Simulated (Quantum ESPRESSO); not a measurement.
# MnSi: which magnetic order is lowest, part 2 of 2

Does MnSi prefer parallel or opposed moments, or none?

Quantum ESPRESSO 7.5; PBE; plane waves with GBRV 1.5 PBE potentials, no spin-orbit coupling.

So far, absolute magnetization (μB): step 2 (run 1 (ferro ++++)) 4.66.

The database entry behind the starting cell differs from later determinations by our own check (0.1 to 0.3 % short, probably kX units), so it need not match the best structure at ambient conditions.

## 3. Run 2, typed as antiferro ++−−

The input, pw.in:

```
&CONTROL
  calculation = 'scf'
  prefix = 'pwscf'
  outdir = './tmp'
  pseudo_dir = './pseudo'
  disk_io = 'nowf'
/
&SYSTEM
  ibrav = 0
  celldm(1) = 8
  nat = 8
  ntyp = 3
  ecutwfc = 40
  ecutrho = 280
  nbnd = 50
  occupations = 'smearing'
  smearing = 'fd'
  degauss = 0.00367493
  nspin = 2
  starting_magnetization(1) = 0.2333
  starting_magnetization(2) = -0.2333
  starting_magnetization(3) = 0
/
&ELECTRONS
  conv_thr = 1.6d-08
  electron_maxstep = 150
  mixing_beta = 0.3
/
ATOMIC_SPECIES
Mn1    54.9380 mn_pbe_v1.5.uspp.F.UPF
Mn2    54.9380 mn_pbe_v1.5.uspp.F.UPF
Si     28.0850 si_pbe_v1.uspp.F.UPF
CELL_PARAMETERS alat
   1.0743093018498    0.0000000000000    0.0000000000000
   0.0000000000000    1.0743093018498    0.0000000000000
   0.0000000000000    0.0000000000000    1.0743093018498
ATOMIC_POSITIONS crystal
Mn1     0.1380000000    0.1380000000    0.1380000000
Mn1     0.3620000000    0.8620000000    0.6380000000
Mn2     0.6380000000    0.3620000000    0.8620000000
Mn2     0.8620000000    0.6380000000    0.3620000000
Si      0.8460000000    0.8460000000    0.8460000000
Si      0.6540000000    0.1540000000    0.3460000000
Si      0.3460000000    0.6540000000    0.1540000000
Si      0.1540000000    0.3460000000    0.6540000000
K_POINTS automatic
8 8 8 0 0 0
```

Launch:

```sh
$ OMP_NUM_THREADS=1 mpirun -n 4 pw.x -nk 4 -in pw.in > pw.out
```

The log of the run:

```text
[banner, memory and clock lines left out]
Program PWSCF v.7.5 starts

     Message from routine setup:
     using ibrav=0 with symmetry is DISCOURAGED, use correct ibrav instead

     bravais-lattice index     =            0
     lattice parameter (alat)  =       8.0000  a.u.
     unit-cell volume          =     634.8308 (a.u.)^3
     number of atoms/cell      =            8
     number of atomic types    =            3
     number of electrons       =        76.00
     number of Kohn-Sham states=           50
     kinetic-energy cutoff     =      40.0000  Ry
     charge density cutoff     =     280.0000  Ry
     scf convergence threshold =      1.6E-08
     mixing beta               =       0.3000
     number of iterations used =            8  plain     mixing
     Exchange-correlation= SLA  PW   PBE  PBE
                           (   1   4   3   4   0   0   0)

     celldm(1)=   8.000000  celldm(2)=   0.000000  celldm(3)=   0.000000
     celldm(4)=   0.000000  celldm(5)=   0.000000  celldm(6)=   0.000000

     crystal axes: (cart. coord. in units of alat)
               a(1) = (   1.074309   0.000000   0.000000 )
               a(2) = (   0.000000   1.074309   0.000000 )
               a(3) = (   0.000000   0.000000   1.074309 )

     reciprocal axes: (cart. coord. in units 2 pi/alat)
               b(1) = (  0.930831  0.000000  0.000000 )
               b(2) = (  0.000000  0.930831  0.000000 )
               b(3) = (  0.000000  0.000000  0.930831 )

     PseudoPot. # 1 for Mn read from file:
     mn_pbe_v1.5.uspp.F.UPF
     Pseudo is Ultrasoft + core correction, Zval = 15.0

     PseudoPot. # 2 for Mn read from file:
     mn_pbe_v1.5.uspp.F.UPF
     Pseudo is Ultrasoft + core correction, Zval = 15.0

     PseudoPot. # 3 for Si read from file:
     si_pbe_v1.uspp.F.UPF
     Pseudo is Ultrasoft + core correction, Zval =  4.0

     atomic species   valence    mass     pseudopotential
     Mn1              15.00    54.93800     Mn( 1.00)
     Mn2              15.00    54.93800     Mn( 1.00)
     Si                4.00    28.08500     Si( 1.00)

     Starting magnetic structure
     atomic species   magnetization
     Mn1             0.233
     Mn2            -0.233
     Si              0.000

      2 Sym. Ops. (no inversion) found ( 1 have fractional translation)

   Cartesian axes

     site n.     atom                  positions (alat units)
         1        Mn1    tau(   1) = (   0.1482547   0.1482547   0.1482547  )
         2        Mn1    tau(   2) = (   0.3889000   0.9260546   0.6854093  )
         3        Mn2    tau(   3) = (   0.6854093   0.3889000   0.9260546  )
         4        Mn2    tau(   4) = (   0.9260546   0.6854093   0.3889000  )
         5        Si     tau(   5) = (   0.9088657   0.9088657   0.9088657  )
         6        Si     tau(   6) = (   0.7025983   0.1654436   0.3717110  )
         7        Si     tau(   7) = (   0.3717110   0.7025983   0.1654436  )
         8        Si     tau(   8) = (   0.1654436   0.3717110   0.7025983  )

     number of k points=   170  Fermi-Dirac smearing, width (Ry)=  0.0037

     Number of k-points >= 100: set verbosity='high' to print them.

     Dense  grid:    50181 G-vectors     FFT dimensions: (  48,  45,  48)

     Smooth grid:    21823 G-vectors     FFT dimensions: (  36,  36,  36)

     Check: negative core charge=   -0.000040
     Generating pointlists ...
     new r_m :   0.2241 (alat units)  1.7930 (a.u.) for type    1
     new r_m :   0.2241 (alat units)  1.7930 (a.u.) for type    2
     new r_m :   0.2241 (alat units)  1.7930 (a.u.) for type    3

     Initial potential from superposition of free atoms

     starting charge      73.9970, renormalised to      76.0000
     Starting wfcs are   68 randomized atomic wfcs

     Self-consistent Calculation

     iteration #  1     ecut=    40.00 Ry     beta= 0.30
     Davidson diagonalization with overlap
     ethr =  1.00E-02,  avg # of iterations =  3.0

     total energy              =    -881.52346660 Ry
     estimated scf accuracy    <       6.96188013 Ry

     total magnetization       =     0.00 Bohr mag/cell
     absolute magnetization    =     7.45 Bohr mag/cell

     iteration #  2     ecut=    40.00 Ry     beta= 0.30
     Davidson diagonalization with overlap
     ethr =  9.16E-03,  avg # of iterations =  3.1

     total energy              =    -883.01921801 Ry
     estimated scf accuracy    <       2.72978301 Ry

     total magnetization       =     0.00 Bohr mag/cell
     absolute magnetization    =     8.99 Bohr mag/cell

     [... further iterations left out ...]

     iteration # 23     ecut=    40.00 Ry     beta= 0.30
     Davidson diagonalization with overlap
     ethr =  5.04E-10,  avg # of iterations =  4.0

     total energy              =    -883.47253989 Ry
     estimated scf accuracy    <       0.00000006 Ry

     total magnetization       =     0.01 Bohr mag/cell
     absolute magnetization    =     2.60 Bohr mag/cell

     iteration # 24     ecut=    40.00 Ry     beta= 0.30
     Davidson diagonalization with overlap
     ethr =  7.99E-11,  avg # of iterations =  3.7

     Magnetic moment per site  (integrated on atomic sphere of radius R)
     atom   1 (R=0.224)  charge= 12.9862  magn=  0.5740
     atom   2 (R=0.224)  charge= 12.9862  magn=  0.5740
     atom   3 (R=0.224)  charge= 12.9861  magn= -0.5732
     atom   4 (R=0.224)  charge= 12.9861  magn= -0.5732
     atom   5 (R=0.224)  charge=  1.7451  magn=  0.0010
     atom   6 (R=0.224)  charge=  1.7451  magn=  0.0010
     atom   7 (R=0.224)  charge=  1.7449  magn= -0.0010
     atom   8 (R=0.224)  charge=  1.7449  magn= -0.0010

     End of self-consistent calculation

     Number of k-points >= 100: set verbosity='high' to print the bands.

     the Fermi energy is    15.5549 ev

!    total energy              =    -883.47254022 Ry
     estimated scf accuracy    <       0.00000001 Ry
     smearing contrib. (-TS)   =      -0.00534628 Ry
     internal energy E=F+TS    =    -883.46719394 Ry

     The total energy is F=E-TS. E is the sum of the following terms:
     one-electron contribution =    -460.89842610 Ry
     hartree contribution      =     271.68700202 Ry
     xc contribution           =    -124.02443550 Ry
     ewald contribution        =    -570.23133436 Ry

     total magnetization       =     0.00 Bohr mag/cell
     absolute magnetization    =     2.61 Bohr mag/cell

     convergence has been achieved in  24 iterations
```

Wall time 5.6 min (4 MPI ranks of Intel Xeon Platinum 8375C at 2.90GHz (Ice Lake), shared host); peak memory 1.2 GiB; 22 min of CPU time.

Spin moment in the atom's sphere by atom:

```tsv
atom	spin moment in the atom's sphere (μB)
Mn1	0.574
Mn2	0.574
Mn3	-0.573
Mn4	-0.573
Si5	0.001
Si6	0.001
Si7	-0.001
Si8	-0.001
```

Numbers from this step:

```
smearing term TS       : 0.07274 eV
magnetization          : 0 μB
absolute magnetization : 2.605 μB
final state            : antiferromagnetic
```

Spin density in the ac plane at fractional y = 0.138, with atoms of Mn and Si within 0.2 Å of it.

Ten even steps from '0' (-0.02 e/Å³) to '9' (0.88 e/Å³), each cell a mean:
```
00000000000000
00000000000000
00000000000000
00000000000000
00000000000000
00000000000000
00000000000000
00000000000000
00000000000000
01100000000000
14620000000000
27941000000000
16930000000000
02410000000000
```
Columns run along a (4.5 Å), rows up along c (4.5 Å). Atoms in or near the plane, at fractional coordinates: Mn at (0.14, 0.14), Si at (0.65, 0.35).

Valence density in the ac plane at fractional y = 0.138, with atoms of Mn and Si within 0.2 Å of it. It is the smooth field of the valence electrons, not physical close to the nuclei.

Ten steps, logarithmic in the rise over the least value, from '0' (0 e/Å³) to '9' (16 e/Å³), each cell a mean:
```
22321000111111
11111001121111
11111111111111
11121111111100
11122111111000
01121111111000
01111112211100
01111112000110
11211111140111
34532111130121
58973111101222
79995211111113
79984111111112
47752100111112
```
Columns run along a (4.5 Å), rows up along c (4.5 Å). Atoms in or near the plane, at fractional coordinates: Mn at (0.14, 0.14), Si at (0.65, 0.35).

## 4. Start 3: ferri +++−

Changes to pw.in since step 3:

```diff
@@ -14,3 +14,3 @@
   ecutrho = 280
-  nbnd = 50
+  nbnd = 54
   occupations = 'smearing'
@@ -39,3 +39,3 @@
 Mn1     0.3620000000    0.8620000000    0.6380000000
-Mn2     0.6380000000    0.3620000000    0.8620000000
+Mn1     0.6380000000    0.3620000000    0.8620000000
 Mn2     0.8620000000    0.6380000000    0.3620000000
```

The log of the run:

```text
     [... lines left out ...]
Program PWSCF v.7.5 starts
     [... lines left out ...]
     number of atoms/cell      =            8
     [... lines left out ...]
     number of electrons       =        76.00
     number of Kohn-Sham states=           54
     kinetic-energy cutoff     =      40.0000  Ry
     charge density cutoff     =     280.0000  Ry
     scf convergence threshold =      1.6E-08
     [... lines left out ...]
      3 Sym. Ops. (no inversion) found ( 2 have fractional translation)
     [... lines left out ...]
     number of k points=    90  Fermi-Dirac smearing, width (Ry)=  0.0037
     [... lines left out ...]
     iteration # 24     ecut=    40.00 Ry     beta= 0.30
     [... lines left out ...]
     Magnetic moment per site  (integrated on atomic sphere of radius R)
     atom   1 (R=0.224)  charge= 12.9844  magn=  1.0147
     atom   2 (R=0.224)  charge= 12.9844  magn=  1.0147
     atom   3 (R=0.224)  charge= 12.9844  magn=  1.0147
     atom   4 (R=0.224)  charge= 12.9844  magn=  1.0138
     atom   5 (R=0.224)  charge=  1.7464  magn= -0.0454
     atom   6 (R=0.224)  charge=  1.7464  magn= -0.0454
     atom   7 (R=0.224)  charge=  1.7464  magn= -0.0454
     atom   8 (R=0.224)  charge=  1.7464  magn= -0.0454
     [... lines left out ...]
     the Fermi energy is    15.6390 ev
!    total energy              =    -883.48887335 Ry
     estimated scf accuracy    <       0.00000001 Ry
     smearing contrib. (-TS)   =      -0.00262477 Ry
     [... lines left out ...]
     total magnetization       =     3.96 Bohr mag/cell
     absolute magnetization    =     4.66 Bohr mag/cell
     convergence has been achieved in  24 iterations
```

It took 2.9 min on 4 MPI ranks; peak memory 0.9 GiB; 12 min of CPU time.

Spin moment in the atom's sphere by atom:

```tsv
atom	spin moment in the atom's sphere (μB)
Mn1	1.01
Mn2	1.01
Mn3	1.01
Mn4	1.01
Si5	-0.05
Si6	-0.05
Si7	-0.05
Si8	-0.05
```

Read from the output:

| Item | Value |
| --- | --- |
| smearing term TS | 0.03571 eV |
| magnetization | 3.96 μB |
| absolute magnetization | 4.663 μB |
| final state | ferromagnetic |

The typed signs were not kept.

## 5. Run 4, typed as no spin polarisation

The input, pw.in:

```
&CONTROL
  calculation = 'scf'
  prefix = 'pwscf'
  outdir = './tmp'
  pseudo_dir = './pseudo'
  disk_io = 'nowf'
/
&SYSTEM
  ibrav = 0
  celldm(1) = 8
  nat = 8
  ntyp = 2
  ecutwfc = 40
  ecutrho = 280
  nbnd = 50
  occupations = 'smearing'
  smearing = 'fd'
  degauss = 0.00367493
/
&ELECTRONS
  conv_thr = 1.6d-08
  electron_maxstep = 150
  mixing_beta = 0.3
/
ATOMIC_SPECIES
Mn     54.9380 mn_pbe_v1.5.uspp.F.UPF
Si     28.0850 si_pbe_v1.uspp.F.UPF
CELL_PARAMETERS alat
   1.0743093018498    0.0000000000000    0.0000000000000
   0.0000000000000    1.0743093018498    0.0000000000000
   0.0000000000000    0.0000000000000    1.0743093018498
ATOMIC_POSITIONS crystal
Mn      0.1380000000    0.1380000000    0.1380000000
Mn      0.3620000000    0.8620000000    0.6380000000
Mn      0.6380000000    0.3620000000    0.8620000000
Mn      0.8620000000    0.6380000000    0.3620000000
Si      0.8460000000    0.8460000000    0.8460000000
Si      0.6540000000    0.1540000000    0.3460000000
Si      0.3460000000    0.6540000000    0.1540000000
Si      0.1540000000    0.3460000000    0.6540000000
K_POINTS automatic
8 8 8 0 0 0
```

The log of the run:

```text
     [... lines left out ...]
Program PWSCF v.7.5 starts
     [... lines left out ...]
     number of atoms/cell      =            8
     [... lines left out ...]
     number of electrons       =        76.00
     number of Kohn-Sham states=           50
     kinetic-energy cutoff     =      40.0000  Ry
     charge density cutoff     =     280.0000  Ry
     scf convergence threshold =      1.6E-08
     [... lines left out ...]
     12 Sym. Ops. (no inversion) found ( 9 have fractional translation)
     [... lines left out ...]
     number of k points=    45  Fermi-Dirac smearing, width (Ry)=  0.0037
     [... lines left out ...]
     iteration # 11     ecut=    40.00 Ry     beta= 0.30
     [... lines left out ...]
     the Fermi energy is    15.5317 ev
!    total energy              =    -883.47076709 Ry
     estimated scf accuracy    <          8.5E-10 Ry
     smearing contrib. (-TS)   =      -0.00626262 Ry
     [... lines left out ...]
     convergence has been achieved in  11 iterations
```

Wall time 28 s (4 MPI ranks); peak memory 0.47 GiB; 1.8 min of CPU time.

Read from the output:

```yaml
smearing_term_ts: 0.08521 eV
final_state: non-magnetic (no spin polarisation)
```

## 6. Energies of the orders

An order is kept where moments of 0.15 μB or more survive with the typed signs; meshes match where a doubled cell samples the same k points as the first cell.

Orders:

```tsv
start	final state	typed order kept	energy over the lowest (meV a seeded atom)	largest site moment (μB)	net moment (μB a cell of the first run)	mesh matched	CPU time (s)
ferro ++++	ferromagnetic	yes	0	1.014	3.96	yes	375.7
antiferro ++--	antiferromagnetic	yes	55.56	0.574	0.001444	yes	1338
ferri +++-	ferromagnetic	no	0	1.015	3.96	yes	706.4
no spin polarisation	non-magnetic	-	61.59	0	0	yes	110.9
```

## 7. Outcome

```
lowest state found      : ferromagnetic (from ferro ++++ and ferri +++-)
largest site moment     : 1.01 μB
next state with moments : antiferromagnetic, 55.6 meV a seeded atom higher
state without moments   : 61.6 meV a seeded atom higher
```

1 start left the typed signs, so such an energy belongs to the state reached, not the one typed. This is the lowest of 4 collinear or spinless starts, no proof of the ground state.

[Logs and program files are shortened in this print: banners, set-up blocks, solver, clock and traceback lines can be left out without a mark of their own.]

[Logs are printed without paths, hosts, clocks, repeated set-up lines and the standing remarks that a program may print on its own settings, such as how far it seeks lower states.]

[Hosts, paths, dates, database ids (printed as entryN), source tags and the programs' standing remarks are cut or masked in the printed files.]

[Where a cell is said to come from a database of computed structures, the database is the Materials Project.]
